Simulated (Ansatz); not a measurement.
# Decaying states in the gap of BrCl2F, part 2 of 3

A new crystal, BrCl2F: structure, gap and complex bands. It is built by putting F for part of the Br in the BrCl structure of space group Cmcm, with the volume rescaled by atomic radii. The parent structure comes from the Materials Project.

Ansatz 0.2.0; r2SCAN DFT, plane waves, PAW files (the session's first sound run).

So far. Step 2 (Relaxing the new crystal): The largest force component on a free atom ends at 0.0015 eV/Å.

The structure was built from a prototype and need not be the compound's stable phase.

## 3. Band edges

The energy window and the wavevectors of the next steps follow from the band edges, so these are searched first, off the mesh as well.

input.yaml reads:

```yaml
crystal:
  lattice:
    - [3.3207400273, -2.19428836, -0.0117302561]
    - [3.3207400273, 2.19428836, 0.0117302561]
    - [0.0, 0.0371877119, 6.9050472033]
  atoms:
    - { symbol: Br, position: [0.0, 0.0, 0.0] }
    - { symbol: F, position: [0.0, 0.0, 0.5] }
    - { symbol: Cl, position: [0.3081032979, 0.6918967021, 0.2837013058] }
    - { symbol: Cl, position: [0.6918967021, 0.3081032979, 0.7162986942] }
kpoints:
  mp_grid: { grid: [6, 6, 4] }
  band_path: { path: [VBM, CBM], npoints: 30 }
scf:
  occupations: { method: fixed }
hamiltonian:
  xc: r2scan
output:
  eigenvalues: true
  write_potential: true
  write_density: true
  volumetric_format: npy
  elf: true
```

Run with:

```
> ansatz run input.yaml --threads 2 --pin off --max-ram 4096MiB --backend cpu --events-out ev --progress --plain --runs-dir out
```

Numbers of over 12 decimals in the logs are rounded to 6 here.

Log:

```text
[...]
Crystal: 4 atoms, lattice volume = 100.627 Å³
Basis set: ecut = 500 eV, 2577 PW (Γ), exchange–correlation on 120×120×216 points (64 copies of the dense FFT grid, shifted against one another)
Bands: 18, of which v1, the nominal top of the filled ones, is band 14 counted from 1 (13 counted from 0)
Symmetry: 4 space group operations
[...]
k-points: 47 of 144
[...]
SCF iter   1: F=—  HF=-5766.967482 eV  |F-HF|=—  |Δ(HF+E_count)|=         —  Δρ=6.40e-3  dr2=4.61e-2  dr2_τ=4.82e-2  ethr=1.77e-3  ⟨swp⟩=5.0  Hψ=3944  notcnv=0  defer=94
[...]
SCF iter   7: F=-5766.978627 eV  HF=-5766.978627 eV  |F-HF|=2.19e-8  |Δ(HF+E_count)|=   6.29e-7  Δρ=5.44e-6  dr2=4.14e-8  dr2_τ=2.39e-9  ethr=3.57e-10  ⟨swp⟩=5.4  Hψ=4227  notcnv=0
SCF 1 converged in 7 iterations: F = -5766.978627 eV  dr2 = 4.14e-8
[...]
NSCF: frozen V_eff on 68 k-points
[...]
SCF converged after 7 iterations
Free energy (F): -5766.978627 eV
[...]
Internal energy: -5766.978627 eV  (E = F + TS)
E sigma→0 (E₀):  -5766.978627 eV
Fermi energy:    0.730562 eV
[...]
--- Band table (eV; the first three rows and the last of 47) ---
  k-point 0: bands = [... 10 lower, -0.9544, -0.7659, -0.6856, 0.5083, 2.0196, 4.0701, 7.7169, 9.5684]
  k-point 1: bands = [... 10 lower, -1.0046, -0.5831, -0.4507, 0.4839, 1.8735, 3.6154, 7.9312, 9.5415]
  k-point 2: bands = [... 10 lower, -0.5591, -0.4682, -0.2495, 0.4565, 1.7481, 3.1077, 8.2348, 9.2791]
  k-point 46: bands = [... 10 lower, -0.9015, -0.6482, -0.2742, 0.1201, 1.6593, 3.0600, 10.1480, 10.2136]
```

It took 13 s on 2 threads of Intel Xeon 6975P-C (Granite Rapids), shared host; peak memory 0.58 GiB.

This step gave:

| Quantity | Value |
| --- | --- |
| Fermi energy | 0.7306 eV |
| gap on the k-mesh | 0.9287 eV |
| gap on path | 0.9287 eV, by band count; negative where bands overlap |
| direct gap on path | 1.109 eV |
| edge places on path | 0, 0.8580 1/A along the path |

The electronic bands at the labelled points (eV, zero at the Fermi level (highest filled level under fixed occupations); v1 is the highest filled band, c1 the lowest empty one):

```
  point     v4     v3     v2     v1    c1    c2
    VBM  -1.46  -1.41  -0.71   0.00  1.11  3.30
halfway  -1.57  -1.42  -0.66  -0.48  1.15  2.85
    CBM  -1.63  -1.38  -1.00  -0.61  0.93  2.33
```

ELF in the ac plane of the conventional cell at fractional y = 0.000, with atoms of Br and F and Cl within 0.2 Å of it. It is the smooth field of the valence electrons, not physical close to the nuclei.

Ten even steps from '0' (0.01) to '9' (0.91), each cell a mean:
```
05996200025750
48996100123564
79973013555556
45630037888864
21100268877885
10000489855785
10000489855774
22200279987863
67510047887645
89830013554357
68730000111477
67522320001588
75457774100588
33688898400245
25876799610001
37863699720000
37876798510001
35888887300343
55677764103787
55544321027998
13653100048994
02785100047960
```
Columns run along a (4.4 Å), rows up along c (6.9 Å), edges of the conventional cell, whose origin can differ from the input's. Atoms in or near the plane, at fractional coordinates: Br at (0.00, 0.00), F at (0.00, 0.50), Cl at (0.31, 0.28), Cl at (0.69, 0.72).

Valence density in the ac plane of the conventional cell at fractional y = 0.000, with atoms of Br and F and Cl within 0.2 Å of it. It is the smooth field of the valence electrons, not physical close to the nuclei.

Ten steps, logarithmic in the rise over the least value, from '_' (0 e/Å³) to '@' (12 e/Å³), each cell a mean:
```
--====--..________..::====--
======::..________..::--====
==----..______..::::------==
::::..______..::--======----
..__________::==++++++++==::
..________..::==++--==++==::
..________..::==++--==++==::
::..________::==++++++++==::
++==::______..::============
%%##==..______..::::::--++##
@@%%++::__________....--**@@
@@##==::......______..--**%%
**++--------::..______::==**
----==++++++==::..______::--
::--++++==++++--..________..
..--++++..==++--..__________
..--++++==++++--..__________
::--==++++++==::..______....
------====--::..______..::--
====----::....______..--====
--====--..__________::==++==
..====--..________..::====--
```
Columns run along a (4.4 Å), rows up along c (6.9 Å), edges of the conventional cell, whose origin can differ from the input's. Atoms in or near the plane, at fractional coordinates: Br at (0.00, 0.00), F at (0.00, 0.50), Cl at (0.31, 0.28), Cl at (0.69, 0.72).

Electrostatic potential energy in the ac plane of the conventional cell at fractional y = 0.000, with atoms of Br and F and Cl within 0.2 Å of it. With pseudopotentials it is smooth inside the atoms' cores, unlike the true potential.

Ten even steps from '_' (-66 eV) to '@' (8 eV), each cell a mean:
```
____==%%@@@@@@@@@@@@@@**..__
..--##@@@@@@@@@@@@@@@@%%==..
**##%%@@@@@@@@@@@@%%%%%%##**
%%@@@@@@@@@@@@@@##****##%%%%
@@@@@@@@@@@@@@##==::--==##@@
@@@@@@@@@@@@@@**--....--**@@
@@@@@@@@@@@@@@**--....--**@@
@@@@@@@@@@@@@@##==----++%%@@
%%@@@@@@@@@@@@@@##****##%%%%
--++@@@@@@@@@@@@@@@@@@@@##==
::==%%@@@@@@@@@@@@@@@@@@++::
::==%%@@@@@@@@@@@@@@@@@@**--
++##%%%%%%%%@@@@@@@@@@@@@@**
@@@@##++==++##@@@@@@@@@@@@@@
@@%%++::..::++%%@@@@@@@@@@@@
@@%%==::....==%%@@@@@@@@@@@@
@@%%++::..::++%%@@@@@@@@@@@@
@@%%##++==++##@@@@@@@@@@@@@@
%%%%%%%%%%%%@@@@@@@@@@@@@@%%
--++##%%@@@@@@@@@@@@@@@@##==
____++%%@@@@@@@@@@@@@@##--__
____--%%@@@@@@@@@@@@@@**..__
```
Columns run along a (4.4 Å; values clipped at the 3rd and 97th percentile), rows up along c (6.9 Å), edges of the conventional cell, whose origin can differ from the input's. Atoms in or near the plane, at fractional coordinates: Br at (0.00, 0.00), F at (0.00, 0.50), Cl at (0.31, 0.28), Cl at (0.69, 0.72).

The searched edges give 0.929 eV, as on the mesh.

## 4. Complex bands

This step: r2SCAN DFT, plane waves, PAW files; complex bands by layer matching along the plane's normal (Ansatz 0.2.0).

The same crystal is laid in a cell whose first two vectors span the (001) plane (indices of the standard conventional cell, whose axes can be ordered otherwise than in the bulk input). At fixed energy and wavevector in the plane the solver finds all kz, real and complex. A few wavevectors are listed, (0, 0), (-0.5, -0.5) and (-0.5, 0) in units of the plane's reciprocal vectors; the slowest state needn't be among them.

input.yaml reads:

```yaml
crystal:
  lattice:
    - [3.980245386, 0.0, 0.0]
    - [1.560776967, 3.661465361, 0.0]
    - [-0.040851385, 0.061821815, 6.904749744]
  atoms:
    - { symbol: Br, position: [0.0, 0.0, 0.0] }
    - { symbol: F, position: [0.0, 0.0, 0.5] }
    - { symbol: Cl, position: [0.3081032979, 0.6918967021, 0.2837013058] }
    - { symbol: Cl, position: [0.6918967021, 0.3081032979, 0.7162986942] }
kpoints:
  mp_grid: { grid: [6, 6, 4] }
scf:
  occupations: { method: fixed }
hamiltonian:
  xc: r2scan
output:
  eigenvalues: true
  transmission:
    leads: [[0, 0]]
    kpoints: [[0.0, 0.0], [-0.5, -0.5], [-0.5, 0.0]]
    e_range: [-1.0, 1.93]
    de: 0.05
```

Log:

```text
[...]
Crystal: 4 atoms, lattice volume = 100.627 Å³
Basis set: ecut = 500 eV, 2577 PW (Γ), exchange–correlation on 120×120×216 points (64 copies of the dense FFT grid, shifted against one another)
Bands: 18, of which v1, the nominal top of the filled ones, is band 14 counted from 1 (13 counted from 0)
Symmetry: 4 space group operations
[...]
k-points: 47 of 144
[...]
SCF iter   1: F=—  HF=-5766.967433 eV  |F-HF|=—  |Δ(HF+E_count)|=         —  Δρ=6.40e-3  dr2=4.61e-2  dr2_τ=4.82e-2  ethr=1.77e-3  ⟨swp⟩=5.0  Hψ=3933  notcnv=0  defer=94
[...]
SCF iter   7: F=-5766.978627 eV  HF=-5766.978627 eV  |F-HF|=2.23e-8  |Δ(HF+E_count)|=   6.29e-7  Δρ=5.41e-6  dr2=4.14e-8  dr2_τ=2.38e-9  ethr=3.57e-10  ⟨swp⟩=5.4  Hψ=4252  notcnv=0
SCF 1 converged in 7 iterations: F = -5766.978627 eV  dr2 = 4.14e-8
[...]
transmission: 11 of 33 steps passed
transmission: 22 of 33 steps passed
transmission: 33 of 33 steps passed
SCF converged after 7 iterations
Free energy (F): -5766.978627 eV
[...]
Internal energy: -5766.978627 eV  (E = F + TS)
E sigma→0 (E₀):  -5766.978627 eV
Fermi energy:    0.730562 eV
[...]
--- Band table (eV; the first three rows and the last of 47) ---
  k-point 0: bands = [... 10 lower, -0.9544, -0.7659, -0.6856, 0.5083, 2.0196, 4.0701, 7.7169, 9.5684]
  k-point 1: bands = [... 10 lower, -1.0046, -0.5831, -0.4507, 0.4839, 1.8735, 3.6154, 7.9312, 9.5415]
  k-point 2: bands = [... 10 lower, -0.5591, -0.4682, -0.2495, 0.4565, 1.7481, 3.1077, 8.2348, 9.2791]
  k-point 46: bands = [... 10 lower, -0.9015, -0.6482, -0.2742, 0.1201, 1.6593, 3.0600, 10.1480, 10.2136]
--- Transmission ---
  basis      : 157 plane waves across, 11 finite elements along
  points     : 3, as listed
  energies   : 59 from -1.000000 to 1.900000 eV about the Fermi level, 0.050000 eV apart; the leads are filled to 0.464351 eV, and channels, transmission and decay are at 0.450000 eV
  crystal 0  : Cl2Br1F1, at the sites [0, 0], period 6.9047 Å: whole cells are its period
    offset         : up to 0.0000 Å between an atom of the period and one for which it stands
    channels       : 0.000000e0 a spin
    conductance    : none, the energies end too early or step too widely for 300 K: set another output.transmission.e_range or a lower de, or, where they end at an eighth of basis.ecutwfc, a higher one
    slowest decay  : 0.1205 /Å at (-0.5000, 0.0000)
```

Wall time 22 s (2 threads); peak memory 0.64 GiB.

Numbers from this step:

- level to which the leads are filled: 0.4644 eV from the Fermi level
- decay constant at the filling level, zone centre: 0.2544 Å⁻¹
- decay constant at the filling level, slowest listed point: 0.1205 Å⁻¹

K parallel (0, 0); values up to 1.5 1/Å, a degenerate pair printed once or twice; energies at which all values exceed this have no row. Table of Im kz of the slowest decaying states by energy, zero at the highest filled level on the SCF mesh:

| energy (eV) | decay 1 (Å⁻¹) | decay 2 (Å⁻¹) | decay 3 (Å⁻¹) | decay 4 (Å⁻¹) |
| --- | --- | --- | --- | --- |
| -1.00 | 0.148 | 0.259 | 0.643 | - |
| -0.85 | 0.165 | 0.320 | 0.658 | 1.48 |
| -0.70 | 0.203 | 0.350 | 0.671 | 1.45 |
| -0.55 | 0.228 | 0.352 | 0.683 | 1.43 |
| -0.40 | 0.245 | 0.306 | 0.693 | 1.40 |
| -0.30 | 0.176 | 0.252 | 0.699 | 1.38 |
| -0.15 | 0.261 | 0.321 | 0.707 | 1.36 |
| 0.00 | 0.265 | 0.504 | 0.714 | 1.32 |
| 0.15 | 0.265 | 0.619 | 0.720 | 1.29 |
| 0.30 | 0.262 | 0.715 | 0.726 | 1.25 |
| 0.45 | 0.254 | 0.730 | 0.806 | 1.20 |
| 0.60 | 0.242 | 0.734 | 0.912 | 1.13 |
| 0.75 | 0.221 | 0.736 | 1.03 | 1.46 |
| 0.90 | 0.186 | 0.739 | 1.04 | 1.45 |
| 1.05 | 0.191 | 0.740 | 1.05 | 1.44 |
| 1.20 | 0.205 | 0.741 | 1.06 | 1.43 |
| 1.30 | 0.0579 | 0.206 | 0.742 | 1.06 |
| 1.45 | 0.198 | 0.203 | 0.742 | 1.07 |
| 1.60 | 0.195 | 0.261 | 0.742 | 1.07 |
| 1.75 | 0.184 | 0.304 | 0.741 | 1.08 |
| 1.90 | 0.167 | 0.337 | 0.739 | 1.08 |

K parallel (-0.5, -0.5); values up to 1.5 1/Å, a degenerate pair printed once or twice; energies at which all values exceed this have no row. Im kz of the slowest decaying states against energy, zero at the highest filled level on the SCF mesh:

```
energy (eV)  decay 1 (Å⁻¹)  decay 2 (Å⁻¹)  decay 3 (Å⁻¹)  decay 4 (Å⁻¹)
      -1.00         0.0298          0.167          0.215          0.717
      -0.85          0.171          0.200          0.725              -
      -0.70          0.146          0.205          0.733              -
      -0.55          0.227          0.740              -              -
      -0.40          0.072          0.242          0.747              -
      -0.30          0.236          0.249          0.751              -
      -0.15          0.256          0.352          0.756              -
       0.00          0.260          0.434          0.761              -
       0.15          0.259          0.502          0.765              -
       0.30          0.255          0.562          0.769           1.50
       0.45          0.246          0.619          0.772           1.47
       0.60          0.230          0.674          0.775           1.43
       0.75          0.205          0.730          0.777           1.39
       0.90         0.0964          0.198          0.779          0.792
       1.05          0.216          0.780          0.865           1.29
       1.20          0.219          0.781          0.976           1.19
       1.30          0.127          0.217          0.782           1.09
       1.45          0.210          0.219          0.782           1.09
       1.60          0.200          0.273          0.783           1.09
       1.75          0.186          0.313          0.782           1.02
       1.90          0.167          0.344          0.782          0.949
```

K parallel (-0.5, 0); values up to 1.5 1/Å, a degenerate pair printed once or twice; energies at which all values exceed this have no row. Table of Im kz of the slowest decaying states by energy, zero at the highest filled level on the SCF mesh:

| energy (eV) | decay 1 (Å⁻¹) | decay 2 (Å⁻¹) | decay 3 (Å⁻¹) | decay 4 (Å⁻¹) |
| --- | --- | --- | --- | --- |
| -1.00 | 0.171 | 0.387 | 0.980 | 1.24 |
| -0.90 | 0.158 | 0.382 | 1.01 | 1.23 |
| -0.75 | 0.0878 | 0.378 | 1.04 | 1.22 |
| -0.65 | 0.376 | 1.06 | 1.22 | - |
| -0.55 | 0.0412 | 0.375 | 1.07 | 1.21 |
| -0.40 | 0.0987 | 0.373 | 1.09 | 1.21 |
| -0.30 | 0.221 | 0.371 | 1.09 | 1.20 |
| -0.20 | 0.291 | 0.369 | 1.10 | 1.20 |
| -0.05 | 0.364 | 1.11 | 1.19 | - |
| 0.00 | 0.00429 | 0.374 | 1.11 | 1.19 |
| 0.05 | 0.0496 | 0.382 | 1.11 | 1.19 |
| 0.15 | 0.0820 | 0.372 | 0.422 | 1.11 |
| 0.30 | 0.108 | 0.367 | 0.465 | 1.12 |
| 0.40 | 0.117 | 0.364 | 0.489 | 1.12 |
| 0.50 | 0.123 | 0.360 | 0.510 | 1.12 |
| 0.60 | 0.124 | 0.357 | 0.529 | 1.12 |
| 0.75 | 0.119 | 0.351 | 0.554 | 1.12 |
| 0.85 | 0.109 | 0.347 | 0.569 | 1.12 |
| 0.95 | 0.0918 | 0.342 | 0.583 | 1.11 |
| 1.10 | 0.0226 | 0.334 | 0.602 | 1.11 |
| 1.20 | 0.328 | 0.613 | 1.11 | 1.15 |
| 1.30 | 0.321 | 0.623 | 1.11 | 1.14 |
| 1.45 | 0.310 | 0.637 | 1.11 | 1.14 |
| 1.55 | 0.301 | 0.645 | 1.10 | 1.13 |
| 1.65 | 0.291 | 0.652 | 1.10 | 1.13 |
| 1.80 | 0.0393 | 0.274 | 0.663 | 1.10 |
| 1.90 | 0.144 | 0.258 | 0.669 | 1.09 |

K parallel (-0.5, 0). The Re kz of states that move upwards by energy, zero at the highest filled level on the SCF mesh:

```csv
energy (eV),channel 1 (Å⁻¹),channel 2 (Å⁻¹)
-1.00,0.148,-
-0.85,0.185,-
-0.70,-0.411,0.227
-0.60,-,-
-0.45,-0.121,0.262
-0.30,0.308,-
-0.15,0.355,-
-0.05,0.396,-
0.00,-,-
0.10,-,-
0.25,-,-
0.40,-,-
0.50,-,-
0.65,-,-
0.80,-,-
0.95,-,-
1.05,-,-
1.20,-0.379,-
1.35,-0.313,-
1.50,-0.249,-
1.60,-0.201,-
1.75,-0.0968,-
1.90,-,-
```

At the listed wavevectors the last open channel is at -0.05 eV and the next at +0.95 eV on the grid. At +0.45 eV, the grid energy nearest the filling level (the middle of the gap on the SCF mesh), the slowest state at the listed wavevectors decays with κ = 0.120 Å⁻¹, its amplitude falling by e over 8.3 Å. Through 1 nm of this crystal that state's transmission falls by exp(−2 × 0.120 Å⁻¹ × 10 Å) = 0.090.

## 5. Decay over the two-dimensional zone

The listed points could miss the slowest state, so one energy near mid-gap is solved on a mesh of 8×8.

input.yaml: that of step 4 with these lines changed.

```diff
@@ -18,6 +18,2 @@
   eigenvalues: true
-  transmission:
-    leads: [[0, 0]]
-    kpoints: [[0.0, 0.0], [-0.5, -0.5], [-0.5, 0.0]]
-    e_range: [-1.0, 1.93]
-    de: 0.05
+  transmission: { leads: [[0, 0]], kmesh: [8, 8], e_range: [0.46, 0.47], de: 0.05 }
```

Log:

```text
[...]
Crystal: 4 atoms, lattice volume = 100.627 Å³
Basis set: ecut = 500 eV, 2577 PW (Γ), exchange–correlation on 120×120×216 points (64 copies of the dense FFT grid, shifted against one another)
Bands: 18, of which v1, the nominal top of the filled ones, is band 14 counted from 1 (13 counted from 0)
Symmetry: 4 space group operations
[...]
k-points: 47 of 144
[...]
SCF iter   1: F=—  HF=-5766.967433 eV  |F-HF|=—  |Δ(HF+E_count)|=         —  Δρ=6.40e-3  dr2=4.61e-2  dr2_τ=4.82e-2  ethr=1.77e-3  ⟨swp⟩=5.0  Hψ=3933  notcnv=0  defer=94
[...]
SCF iter   7: F=-5766.978627 eV  HF=-5766.978627 eV  |F-HF|=2.23e-8  |Δ(HF+E_count)|=   6.29e-7  Δρ=5.41e-6  dr2=4.14e-8  dr2_τ=2.38e-9  ethr=3.57e-10  ⟨swp⟩=5.4  Hψ=4252  notcnv=0
SCF 1 converged in 7 iterations: F = -5766.978627 eV  dr2 = 4.14e-8
[...]
transmission: 40 of 210 steps passed
transmission: 80 of 210 steps passed
[...]
transmission: 210 of 210 steps passed
SCF converged after 7 iterations
Free energy (F): -5766.978627 eV
[...]
Internal energy: -5766.978627 eV  (E = F + TS)
E sigma→0 (E₀):  -5766.978627 eV
Fermi energy:    0.730562 eV
[...]
--- Band table (eV; the first three rows and the last of 47) ---
  k-point 0: bands = [... 10 lower, -0.9544, -0.7659, -0.6856, 0.5083, 2.0196, 4.0701, 7.7169, 9.5684]
  k-point 1: bands = [... 10 lower, -1.0046, -0.5831, -0.4507, 0.4839, 1.8735, 3.6154, 7.9312, 9.5415]
  k-point 2: bands = [... 10 lower, -0.5591, -0.4682, -0.2495, 0.4565, 1.7481, 3.1077, 8.2348, 9.2791]
  k-point 46: bands = [... 10 lower, -0.9015, -0.6482, -0.2742, 0.1201, 1.6593, 3.0600, 10.1480, 10.2136]
--- Transmission ---
  basis      : 157 plane waves across, 10 finite elements along
  points     : 21, standing for a mesh of 8 x 8
  energies   : 1 from 0.460000 to 0.460000 eV about the Fermi level; the leads are filled to 0.464351 eV, and channels, transmission and decay are at 0.460000 eV
  crystal 0  : Cl2Br1F1, at the sites [0, 0], period 6.9047 Å: whole cells are its period
[...]
channels       : 0.000000e0 a spin
    conductance    : none, crystal 0 has no channel at the energies, or these end too early or step too widely for 300 K: set another output.transmission.e_range or a lower de, or, where they end at an eighth of basis.ecutwfc, a higher one
    slowest decay  : 0.1179 /Å at (-0.2500, 0.2500)
```

The job ended after 11 s (2 threads; peak memory 0.71 GiB; 19 s of CPU time).

Numbers from this step:

- least decay constant on the mesh: 0.1179 Å⁻¹

Slowest decay constant (1/Å; 0 where a channel is open) over k1 and k2. At 0.4600 eV from the Fermi level.

Values, 8 rows by 8 columns:
```
0.266 0.212 0.141 0.119 0.142 0.225 0.271 0.254
0.217 0.141 0.118 0.137 0.222 0.272 0.270 0.271
0.144 0.119 0.137 0.219 0.267 0.267 0.272 0.225
0.121 0.142 0.222 0.267 0.254 0.267 0.222 0.142
0.144 0.225 0.272 0.267 0.267 0.219 0.137 0.119
0.217 0.271 0.270 0.272 0.222 0.137 0.118 0.141
0.266 0.254 0.271 0.225 0.142 0.119 0.141 0.212
0.245 0.266 0.217 0.144 0.121 0.144 0.217 0.266
```
Columns: k1 (b1) from -0.5 to 0.375; rows upwards: k2 (b2) from -0.5 to 0.375.

The least value on the mesh is 0.118 Å⁻¹ at +0.46 eV. At that energy the listed points give about 0.121 Å⁻¹ by interpolation, so the mesh holds no clearly slower state.

[end of part 2 of 3]

[Logs are printed without paths, hosts, clocks, repeated set-up lines and the standing remarks that a program may print on its own settings, such as how far it seeks lower states.]

[Hosts, paths, dates, database ids (printed as entryN), source tags and the programs' standing remarks are cut or masked in the printed files.]
